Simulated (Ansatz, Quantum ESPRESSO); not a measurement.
# GdB2 (P6/mmm): zone-centre phonons, part 3 of 3

Wanted: the vibrations of GdB2 (P6/mmm) at Γ, by two programs.

Quantum ESPRESSO 7.5; DFT PBEsol, scalar-relativistic, plane waves, PseudoDojo norm-conserving, 4f in core pseudopotentials.

So far. Step 5 (Zone-centre response): The acoustic modes at Γ come out as far as 3.0 cm⁻¹ from zero, where they should vanish, a small numerical error. Step 6 (Zone-centre analysis): The rule moves no optical mode by more than 0.1 cm⁻¹.

### 9. Cross-check with Ansatz

A second program on the same cell, potentials, cutoff and meshes tests the implementation of the phonon response, not its convergence. Its k mesh is centred on Γ.

This step: DFT PBEsol, scalar-relativistic, plane waves, norm-conserving pseudopotentials, 4f in core (Ansatz 0.2.0).

Contents of input.yaml:

```yaml
crystal:
  lattice:
    - [3.2826703649, 0.0, 0.0]
    - [-1.6413351833, 2.8428759278, 0.0]
    - [0.0, 0.0, 3.8972238273]
  atoms:
    - { symbol: Gd, position: [0.0, 0.0, 0.0] }
    - { symbol: B, position: [0.3333333333, 0.6666666667, 0.5] }
    - { symbol: B, position: [0.6666666667, 0.3333333333, 0.5] }
kpoints:
  mp_grid: { grid: [12, 12, 8] }
hamiltonian:
  xc: pbesol
  pseudopotentials:
    kind: nc
    azcp: { Gd: "pseudopotentials/pbe/nc/lanthanide_3plus/Gd.nc.azcp" }
    accuracy: standard
scf:
  occupations: { method: cold, width: 0.27211 }
output:
  eigenvalues: true
basis:
  ecutwfc: 925.187
phonons:
  method: dfpt
```

Run with:

```sh
> ansatz run input.yaml --threads 8 --pin off --max-ram 16384MiB --backend cpu --events-out ev --progress --plain --runs-dir out
```

Numbers of over 12 decimals in the logs are rounded to 6 here.

What it wrote:

```text
Warning: basis.ecutwfc = 925.187 eV is below the records' recommended 1034.032677 eV, and the density's cutoff is lower with it unless basis.ecutrho_ratio is high enough to keep the records' density cutoff: compare with a run at a higher cutoff
Warning: <dir> the record states the generating functional pbe (its physics header spells it `PBE`), which answers neither for hamiltonian.xc's functional nor for the pbesol family's — results may be inconsistent (PPs are generated against a specific XC)
zone centre: on kpoints.mp_grid the ground state, and the responses unless they are solved on pairs of k-points, stand on 215 of the mesh's 1152 k-points, reduced under 4 symmetry operations, with k and −k counted as one. Each operation leaves every solved displacement unchanged or reverses it
Engine: ansatz 0.2.0, aarch64-unknown-linux-gnu
Pseudopotentials: kind: nc
Pseudopotential: Gd, nc, valence charge 11, recommended cutoff 707.496042 eV (normal), <dir>
Pseudopotential: B, nc, valence charge 3, recommended cutoff 1034.032677 eV (normal), B.nc.azcp (PseudoDojo's, or run here from an input of PseudoDojo's; its table is named by hamiltonian.pseudopotentials.accuracy)
Functional definition: PBEsol
  exchange = pbesol_x
  correlation = pbesol_c
Crystal: 3 atoms, lattice volume = 36.370 Å³
Basis set: ecut = 925.187 eV, 2305 PW (Γ), exchange–correlation on 72×72×80 points (8 copies of the dense FFT grid, shifted against one another)
Bands: 13, of which v1, the nominal top of the filled ones, is band 9 counted from 1 (8 counted from 0)
Symmetry: 24 space group operations
k-points: 215 of 1152 (irreducible under 4 space group operations, time reversal used)
Non-local potential: Gd, projectors of the file, l = 0: 2, l = 1: 2, l = 2: 2, l = 3: 1
Non-local potential: B, projectors of the file, l = 0: 2, l = 1: 2
Initial density: superposition of atomic densities (chi_scale 0.1, normalization cell, long waves kept (reshape's long-wave potential 0.00 eV rms))
Initial wavefunctions: pseudopotential atomic-orbital guess
Functional: x = pbesol(κ = 0.804, μ = 0.123457), c = pbesol(β = 0.046)
SCF iter   1: F=—  HF=-1291.386467 eV  |F-HF|=—  |Δ(HF+E_count)|=         —  Δρ=4.28e-2  dr2=1.16e0  ethr=3.10e-3  ⟨swp⟩=6.2  Hψ=21117  notcnv=0
preconditioner: auto → none  [metal: Δε(μ)=0.028 eV  Ē_g=15.387 eV  σ=0.272 eV  W_gap=0.07  n_scr=8 (ndim 8)  ℏωp=23.8 eV  f_vac=0.000  D(μ)=1.07/eV (n_scr^D=8)  sad-step TF]
SCF iter   2: F=—  HF=-1291.136011 eV  |F-HF|=—  |Δ(HF+E_count)|=   2.50e-1  S|Δr|=    0.00e0  Δρ=2.37e-2  dr2=3.34e-1  ethr=3.10e-3  ⟨swp⟩=1.7  Hψ=4947  notcnv=0  defer=4
SCF iter   3: F=—  HF=-1291.043990 eV  |F-HF|=—  |Δ(HF+E_count)|=   9.20e-2  S|Δr|=    0.00e0  Δρ=1.79e-3  dr2=6.98e-4  ethr=1.96e-3  ⟨swp⟩=2.5  Hψ=4747  notcnv=0  defer=4
SCF iter   4: F=—  HF=-1291.044137 eV  |F-HF|=—  |Δ(HF+E_count)|=   1.47e-4  S|Δr|=    0.00e0  Δρ=5.12e-4  dr2=2.01e-4  ethr=4.11e-6  ⟨swp⟩=3.2  Hψ=7044  notcnv=0  defer=18
SCF iter   5: F=—  HF=-1291.044087 eV  |F-HF|=—  |Δ(HF+E_count)|=   4.94e-5  S|Δr|=    0.00e0  Δρ=7.86e-5  dr2=3.19e-6  ethr=1.18e-6  ⟨swp⟩=2.6  Hψ=4361  notcnv=0  defer=18
SCF iter   6: F=—  HF=-1291.044087 eV  |F-HF|=—  |Δ(HF+E_count)|=   6.88e-7  S|Δr|=    0.00e0  Δρ=2.24e-5  dr2=1.34e-7  ethr=1.87e-8  ⟨swp⟩=2.7  Hψ=5064  notcnv=0  defer=18
SCF iter   7: F=—  HF=-1291.044086 eV  |F-HF|=—  |Δ(HF+E_count)|=   3.45e-7  S|Δr|=    0.00e0  Δρ=4.26e-6  dr2=6.27e-9  ethr=7.90e-10  ⟨swp⟩=2.3  Hψ=4295  notcnv=0  defer=20
SCF iter   8: F=—  HF=-1291.044086 eV  |F-HF|=—  |Δ(HF+E_count)|=  4.74e-10  S|Δr|=    0.00e0  Δρ=4.28e-7  dr2=6.24e-11  ethr=3.69e-11  ⟨swp⟩=2.4  Hψ=4456  notcnv=0  defer=20
SCF iter   9: F=-1291.044086 eV  HF=-1291.044086 eV  |F-HF|=0.00e0  |Δ(HF+E_count)|=  3.18e-12  S|Δr|=    0.00e0  Δρ=4.34e-8  dr2=6.92e-13  ethr=1.00e-12  ⟨swp⟩=10.9  Hψ=21299  notcnv=0
SCF 1 converged in 9 iterations: F = -1291.044086 eV  dr2 = 6.92e-13
DFPT response loops at Γ: preconditioner auto → Kerker (q_TF=auto, 2.403 Å⁻¹) (partly filled bands, converged f_vac=0.000); β = 1.00, the filter's whole step (`scf.mixing.beta` (0.50) is not read by the response loops under this deck's `scf.mixing.preconditioner`; to damp them name `kerker` or `kerker_dos`, under which they read `scf.mixing.beta`, and type it under 1.00, their step now; both keys bind the ground state too); Broyden in place of MSR1
SCF converged after 9 iterations
Stability not checked: this state was not tested for a lower state beside it, because cold or Methfessel-Paxton smearing, or corrected tetrahedra, fill the levels in a way that the test cannot read (fill_not_monotonic; see scf.lower_state_search)
Free energy (F): -1291.044086 eV
Harris-Foulkes:  -1291.044086 eV  (|F-HF|=0.00e0)
Internal energy: -1291.049005 eV  (E = F + TS)
E sigma→0 (E₀):  -1291.045726 eV
Entropy (-TS):   0.004918 eV (1.639 meV/atom)
Fermi energy:    12.594550 eV
--- Per-component energies (eV) ---
  E_band       = -25.758747
  E_kinetic    = 383.286040
  E_local      = -402.733321  (includes V_loc(G=0)·N_el)
  E_nonlocal   = 43.078190
  E_hartree    = 112.380566
  E_xc         = -346.361663
  E_vxc        = -274.150794  (∫ρ·V_xc dr)
  E_ewald      = -1080.698818
  E_smearing   = 0.004918  (= −TS)
  E_closure    = 0.000000  (closes the sum)
  Σ components = -1291.044086   (vs F -1291.044086, Δ=0.00e0)
--- Band table (eV; the first three rows and the last of 215) ---
  k-point 0: bands = [... 5 lower, 11.7207, 11.7776, 11.9610, 11.9610, 18.1231, 18.1231, 18.2163, 18.8815]
  k-point 1: bands = [... 5 lower, 10.5215, 12.0762, 12.0762, 12.9103, 17.5003, 17.5003, 17.7489, 17.7489]
  k-point 2: bands = [... 5 lower, 9.2637, 12.4025, 12.4025, 14.0384, 16.3948, 16.3948, 16.8816, 16.8816]
  k-point 214: bands = [... 5 lower, 7.1388, 9.8502, 11.5440, 12.0070, 18.1310, 19.5700, 20.0892, 20.1846]
--- Phonons (Γ-DFPT): 4 representative perturbations + reference, on 215 of 1152 k-points (Σ response iterations 12) ---
  k mesh reduced under 4 symmetry operations, with k and −k counted as one. Each operation leaves every solved displacement unchanged or reverses it
  ASR residual: 3.828e-5 → 0.000e0 eV/Å²; symmetrization residual: 2.740e-6 eV/Å²
  ASR residual per site (eV/Å²): 3.83e-5 8.25e-6 8.25e-6
  Γ frequencies (cm⁻¹): 0.00 0.00 0.00 331.03 331.03 342.31 558.39 558.39 600.55
  non-analytic LO–TO correction: not included (Born effective charges unavailable; polar crystals: no LO–TO splitting at Γ)
```

Run time: 14 s. Hardware: 8 threads of Arm Neoverse V2, shared host; peak memory 1.1 GiB; 1.7 min of CPU time.

Numbers from this step:

```
sum-rule residual before enforcement : 3.83e-5 eV/Å²
lowest optical zone-centre mode      : 331.0 cm⁻¹
```

### 10. The two compared: QE PseudoDojo and Ansatz, PseudoDojo

Worked out from the results:

```yaml
root_mean_square_difference: 0.13 cm⁻¹
largest_difference: 0.17 cm⁻¹
```

Frequencies side by side, by row:

```tsv
q (reciprocal lattice)	mode	QE PseudoDojo (cm⁻¹)	Ansatz, PseudoDojo (cm⁻¹)
0 0 0	1	0	0
0 0 0	2	0	0
0 0 0	3	0	0
0 0 0	4	330.9	331
0 0 0	5	330.9	331
0 0 0	6	342.2	342.3
0 0 0	7	558.3	558.4
0 0 0	8	558.3	558.4
0 0 0	9	600.5	600.5
```

At the zone centre the largest difference (acoustic modes at Γ apart) is 0.03 % of the highest mode.

### 11. Summary of results

* space group after relaxation: P6/mmm
* volume per atom: 12.1 Å³
* highest optical zone-centre mode (no LO-TO term): 600.5 cm⁻¹
* lowest optical zone-centre mode: 330.9 cm⁻¹
* imaginary optical modes at the zone centre (no q mesh in this session): none
* largest difference from Ansatz, PseudoDojo: 0.17 cm⁻¹

What this shows: At the PBEsol level the optical modes of GdB2 (P6/mmm) at the zone centre run from 331 to 600 cm⁻¹. Of the 6 optical modes, 3 are infrared active alone, 2 are Raman active alone and 1 is silent; inversion symmetry keeps the two sets apart. QE PseudoDojo and Ansatz, PseudoDojo agree to 0.17 cm⁻¹ (0.03 % of the highest mode compared) on all solved modes but the acoustic ones at Γ, without the LO-TO term. These are harmonic frequencies at zero temperature: anharmonic shifts and linewidths and thermal expansion are left out. Spin-orbit coupling is left out, which can matter for the heavy elements here. In a metal the frequencies hang on the k mesh and the smearing, most of all near Kohn anomalies. The runs are without spin polarisation, although the cell has an odd electron count or an open d or f shell, so a magnetic state was not tested. The 4f electrons are frozen in the core as for a trivalent ion, in files made for PBE, so their moments and any magnetic order are left out. The relaxation ran at 68 Ry, under the 76 Ry recommended for these files; the stress of so short a basis can leave the cell about one per cent too small. Ansatz warns that the cutoff lies 11 % under the one recommended for these files; agreement at one cutoff is not convergence.

[Host names and launcher messages were left out of these logs when they were recorded.]

[Logs are printed without paths, hosts, clocks, repeated set-up lines and the standing remarks that a program may print on its own settings, such as how far it seeks lower states.]

[Hosts, paths, dates, database ids (printed as entryN), source tags and the programs' standing remarks are cut or masked in the printed files.]
